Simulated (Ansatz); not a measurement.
# Puckered SnSe bilayer (AA) in a perpendicular field, part 4 of 4

What dipole does a perpendicular field induce in the puckered SnSe bilayer (AA), and does the gap follow? A positive field points along +c.

Ansatz 0.2.0; plane-wave DFT, r2SCAN-D4, Ansatz PAW (the session's first sound run).

So far. Step 20 (Same geometry, cutoff 420 eV, functional HSE06 (run 2)): The dipole is -0.115 e·Å. Step 22 (Response at this level): The induced dipole is that of a conductor 11.08 Å thick.

## Step 23: Varying the input

This step: plane-wave DFT, r2SCAN-D4, Ansatz PAW, but for the change named below (Ansatz 0.2.0).

A run with a changed input: it repeats the earlier run at 0.05 V/Å with scf.occupations.width from 0.05 to 0.1, hamiltonian.xc from r2scan to revpbe and basis.ecutrho_ratio to 6.

File input.yaml:

```yaml
crystal:
  lattice:
    - [4.4975327451, 0.0, 0.0]
    - [0.0, 4.1753362651, 0.0]
    - [0.0, 0.0, 27.1797850145]
  atoms:
    - { symbol: Sn, position: [0.0442167648, 0.0, 0.3311284469] }
    - { symbol: Se, position: [0.4587608753, 0.5, 0.3382023525] }
    - { symbol: Se, position: [0.9586533357, 0.0, 0.4301861362] }
    - { symbol: Sn, position: [0.5383690242, 0.5, 0.4373717585] }
    - { symbol: Sn, position: [0.0383690242, 0.0, 0.5626282415] }
    - { symbol: Se, position: [0.4586533357, 0.5, 0.5698138638] }
    - { symbol: Se, position: [0.9587608753, 0.0, 0.6617976475] }
    - { symbol: Sn, position: [0.5442167648, 0.5, 0.6688715531] }
kpoints:
  mp_grid: { grid: [10, 10, 1] }
  band_path:
    path:
      - [0, 0, 0]
      - [0.5, 0, 0]
      - [0.5, 0.5, 0]
      - [0, 0, 0]
      - [0, 0.5, 0]
      - [0.5, 0.5, 0]
    npoints: 16
hamiltonian:
  xc: revpbe
  dispersion: d4
scf:
  occupations: { method: fermi_dirac, width: 0.1 }
  convergence: { dr2_threshold: 1.0e-10 }
efield:
  axis: 3
  dipole_correction: true
  ramp_position: 0.97
  ramp_width: 0.06
  amplitude: 0.05
output:
  write_potential: true
  write_density: true
  volumetric_format: npy
basis:
  ecutrho_ratio: 6
```

The run is started by

```bash
ansatz run input.yaml --threads 8 --pin off --max-ram 12288MiB --backend cpu --events-out ev --progress --plain --runs-dir out
```

Numbers of over 12 decimals in the logs are rounded to 6 here.

Log:

```text
[...]
Crystal: 8 atoms, lattice volume = 510.401 Å³
Basis set: ecut = 420 eV, 9989 PW (Γ)
Bands: 72, of which v1, the nominal top of the filled ones, is band 60 counted from 1 (59 counted from 0)
Symmetry: 2 space group operations
k-points: 36 of 100 (time reversal used)
[...]
SCF iter  15: F=-46022.570187 eV  HF=-46022.570187 eV  |F-HF|=8.00e-11  |Δ(HF+E_count)|=    0.00e0  Δρ=6.40e-8  dr2=3.79e-11  ethr=1.00e-12  p=0.058 e·Å  D=2.06e-2 V/Å  ΔV_dip=-0.56 eV  dr2_dipole=2.57e-12  V_vac-E_F(+/−)=4.14/3.45 eV  ⟨swp⟩=7.2  Hψ=7168  notcnv=0
SCF 1 converged in 15 iterations: F = -46022.570187 eV  dr2 = 3.79e-11
[...]
SCF converged after 15 iterations
Free energy (F): -46022.570187 eV
[...]
Internal energy: -46022.568599 eV  (E = F + TS)
E sigma→0 (E₀):  -46022.569393 eV
Entropy (-TS):   -0.001588 eV (-0.198 meV/atom)
Fermi energy:    1.784297 eV
Dipole field:    D = 0.020633 V/Å  (p = 0.058199 e·Å, saw-weighted, corrected)
Work function:   not extracted (applied field tilts the vacuum); planar V_es + V_field profile in the machine report
[...]
--- Band table (eV; the first three rows and the last of 36) ---
  k-point 0: bands = [... 56 lower, -0.5332, -0.4382, 0.5251, 1.1619, 2.4168, 3.5870, 4.2063, 4.3537, ... 8 higher]
  k-point 1: bands = [... 56 lower, -0.3012, -0.2557, 0.4757, 1.1403, 2.4531, 3.6413, 4.4209, 4.5543, ... 8 higher]
  k-point 2: bands = [... 56 lower, 0.0645, 0.1046, 0.3429, 1.0291, 2.5996, 3.6468, 3.7970, 3.8791, ... 8 higher]
  k-point 35: bands = [... 56 lower, -0.7896, -0.7854, 0.0365, 0.0398, 4.1192, 4.1378, 4.5995, 4.6000, ... 8 higher]
```

Elapsed: 91 s, on 8 threads of Arm Neoverse N1, shared host; peak memory 3 GiB; 12 min of CPU time.

This step gave:

```
energy at zero smearing            : -46022.5694 eV
dipole along the normal            : 0.05820 e·Å
gap along the path                 : 0.8936 eV
smallest direct gap along the path : 1.076 eV
gap, the smaller of path and mesh  : 0.8936 eV
```

Electronic bands along the path, in eV, zero at the Fermi level of the run, which the smearing sets inside the gap:

```csv
point,band 57,band 58,band 59,band 60,band 61,band 62,band 63,band 64
Γ,-2.32,-2.22,-1.26,-0.62,0.63,1.80,2.42,2.57
halfway,-1.68,-1.24,-1.21,-0.98,1.00,1.42,1.70,2.18
X,-0.88,-0.85,-0.81,-0.79,0.99,1.00,1.10,1.12
halfway,-1.93,-1.92,-1.61,-1.61,1.74,1.75,2.53,2.53
S,-2.57,-2.57,-1.75,-1.74,2.33,2.35,2.82,2.82
halfway,-1.75,-1.62,-1.11,-0.75,0.89,1.43,1.78,1.86
Γ,-2.32,-2.22,-1.26,-0.62,0.63,1.80,2.42,2.57
halfway,-1.63,-1.48,-1.41,-0.86,0.94,1.39,1.64,2.08
Y,-1.28,-1.25,-1.07,-1.06,0.70,0.71,0.94,0.97
halfway,-2.20,-2.19,-1.64,-1.64,1.61,1.62,2.25,2.26
S,-2.57,-2.57,-1.75,-1.74,2.33,2.35,2.82,2.82
```

```csv
quantity,this run,earlier run,difference
dipole along the normal (e·Å),0.05820,0.05754,6.6e-4
gap along the path (eV),0.8936,1.097,-0.20
smallest direct gap along the path (eV),1.076,1.284,-0.21
```

What moves beyond 0.01 in its unit (for the dipole 0.5 % and 5e-5 e·Å): smallest direct gap along the path (-0.208 eV), gap along the path (-0.203 eV) and dipole along the normal (+0.000664 e·Å).

## Step 24: The same run with other settings: efield.amplitude = -0.3

This step: plane-wave DFT, r2SCAN-D4, Ansatz PAW (Ansatz 0.2.0).

Another changed input: it repeats the earlier run at 0.05 V/Å with efield.amplitude from 0.05 to -0.3.

Edit input.yaml of step 23 so:

```diff
@@ -26,6 +26,6 @@
 hamiltonian:
-  xc: revpbe
+  xc: r2scan
   dispersion: d4
 scf:
-  occupations: { method: fermi_dirac, width: 0.1 }
+  occupations: { method: fermi_dirac, width: 0.05 }
   convergence: { dr2_threshold: 1.0e-10 }
@@ -36,3 +36,3 @@
   ramp_width: 0.06
-  amplitude: 0.05
+  amplitude: -0.3
 output:
@@ -41,3 +41 @@
   volumetric_format: npy
-basis:
-  ecutrho_ratio: 6
```

Log:

```text
[...]
Crystal: 8 atoms, lattice volume = 510.401 Å³
Basis set: ecut = 500 eV, 12977 PW (Γ), exchange–correlation on 144×128×800 points (64 copies of the dense FFT grid, shifted against one another)
Bands: 72, of which v1, the nominal top of the filled ones, is band 60 counted from 1 (59 counted from 0)
Symmetry: 2 space group operations
k-points: 36 of 100 (time reversal used)
[...]
SCF iter   1: F=—  HF=-46071.641525 eV  |F-HF|=—  |Δ(HF+E_count)|=         —  Δρ=7.12e-3  dr2=8.31e0  dr2_τ=1.66e-2  ethr=1.77e-3  p=0.000 e·Å  D=4.96e-14 V/Å  ΔV_dip=-0.00 eV  dr2_dipole=5.72e0  V_vac-E_F(+/−)=0.21/7.69 eV  ⟨swp⟩=7.6  Hψ=10601  notcnv=0  defer=37
[...]
SCF iter  16: F=-46071.147191 eV  HF=-46071.147191 eV  |F-HF|=7.28e-12  |Δ(HF+E_count)|=  3.64e-11  Δρ=3.83e-8  dr2=2.23e-11  dr2_τ=2.81e-13  ethr=1.00e-12  p=-0.345 e·Å  D=-1.22e-1 V/Å  ΔV_dip=3.33 eV  dr2_dipole=1.67e-12  V_vac-E_F(+/−)=1.84/5.99 eV  ⟨swp⟩=1.8  Hψ=5658  notcnv=0
SCF 1 converged in 16 iterations: F = -46071.147191 eV  dr2 = 2.23e-11
[...]
SCF converged after 16 iterations
Free energy (F): -46071.147191 eV
[...]
Internal energy: -46071.147188 eV  (E = F + TS)
E sigma→0 (E₀):  -46071.147189 eV
Entropy (-TS):   -0.000002 eV (-0.000 meV/atom)
Fermi energy:    1.613044 eV
Dipole field:    D = -0.122467 V/Å  (p = -0.345438 e·Å, saw-weighted, corrected)
Work function:   not extracted (applied field tilts the vacuum); planar V_es + V_field profile in the machine report
[...]
--- Band table (eV; the first three rows and the last of 36) ---
  k-point 0: bands = [... 56 lower, -0.8499, -0.8034, 0.1682, 0.8855, 2.2702, 3.5562, 4.1379, 4.3983, ... 8 higher]
  k-point 1: bands = [... 56 lower, -0.7624, -0.5597, 0.1215, 0.8599, 2.3141, 3.6115, 4.3531, 4.4450, ... 8 higher]
  k-point 2: bands = [... 56 lower, -0.3590, -0.1849, 0.0178, 0.7431, 2.4781, 3.5493, 3.7678, 3.8689, ... 8 higher]
  k-point 35: bands = [... 56 lower, -1.2096, -1.1829, -0.3267, -0.3098, 4.0188, 4.1318, 4.5466, 4.5602, ... 8 higher]
```

It took 2.9 min on 8 threads; peak memory 4.3 GiB.

Numbers from this step:

```yaml
dipole_along_the_normal: -0.3454 e·Å
gap_along_the_path: 0.9850 eV
smallest_direct_gap_along_the_path: 1.162 eV
gap_the_smaller_of_path_and_mesh: 0.9850 eV
```

The electronic bands at the labelled points (eV, zero at the Fermi level of the run, which the smearing sets inside the gap):

```csv
point,band 57,band 58,band 59,band 60,band 61,band 62,band 63,band 64
Γ,-2.46,-2.42,-1.44,-0.73,0.66,1.94,2.52,2.79
halfway,-1.84,-1.46,-1.23,-1.08,1.05,1.49,1.86,2.31
X,-1.07,-0.97,-0.82,-0.79,1.03,1.04,1.22,1.34
halfway,-2.16,-2.07,-1.75,-1.73,1.80,1.87,2.68,2.69
S,-2.82,-2.80,-1.94,-1.92,2.41,2.52,2.93,2.95
halfway,-1.96,-1.72,-1.29,-0.86,0.97,1.57,1.88,1.95
Γ,-2.46,-2.42,-1.44,-0.73,0.66,1.94,2.52,2.79
halfway,-1.81,-1.72,-1.48,-0.97,1.00,1.46,1.79,2.21
Y,-1.50,-1.36,-1.14,-1.13,0.74,0.79,1.02,1.19
halfway,-2.43,-2.35,-1.79,-1.79,1.67,1.73,2.37,2.44
S,-2.82,-2.80,-1.94,-1.92,2.41,2.52,2.93,2.95
```

```csv
quantity,this run,earlier run,difference
dipole along the normal (e·Å),-0.3454,0.05754,-0.40
gap along the path (eV),0.9850,1.097,-0.11
smallest direct gap along the path (eV),1.162,1.284,-0.12
```

The applied field differs, and the slope found earlier predicts a dipole of -0.345 e·Å; this run gives -0.345 e·Å, in line with it.

Besides the dipole, what moves beyond 0.01 in its unit (for the dipole 0.5 % and 5e-5 e·Å): smallest direct gap along the path (-0.122 eV) and gap along the path (-0.112 eV).

## Step 25: Outcome

| Item | Value |
| --- | --- |
| gap without field | 1.10 eV |
| ionisation energy, upper face | 4.57 eV |
| electron affinity, upper face | 3.47 eV |
| equivalent conductor thickness, atoms held | 11.1 Å |
| equivalent conductor thickness, LDA | 11.2 Å |
| equivalent conductor thickness, PBE | 11.2 Å |
| equivalent conductor thickness, r2SCAN | 11.1 Å |
| equivalent conductor thickness, HSE06 | 11.1 Å |

What this shows: The induced dipole equals that of a perfect conductor 11.09 Å thick, while the outer atoms lie 9.18 Å apart; an out-of-plane ε follows only once a thickness t is chosen, by 1 − 1/ε = 11.09 Å / t. The gap goes from 1.10 eV to 0.98 eV at 0.3 V/Å. Across the functionals the thickness runs from 11.08 to 11.22 Å; those runs use a coarser k-mesh, so they are to be compared with each other. Semilocal functionals give gaps that are too small, and excitons are not included. Spin-orbit coupling is left out, which matters for the bands of elements this heavy.

[Logs are printed without paths, hosts, clocks, repeated set-up lines and the standing remarks that a program may print on its own settings, such as how far it seeks lower states.]

[Hosts, paths, dates, database ids (printed as entryN), source tags and the programs' standing remarks are cut or masked in the printed files.]

[Maps of the electrostatic potential energy from Ansatz leave out the sawtooth potential of an applied field or a dipole correction, so their vacuum need not be flat; planar profiles and work functions include it.]
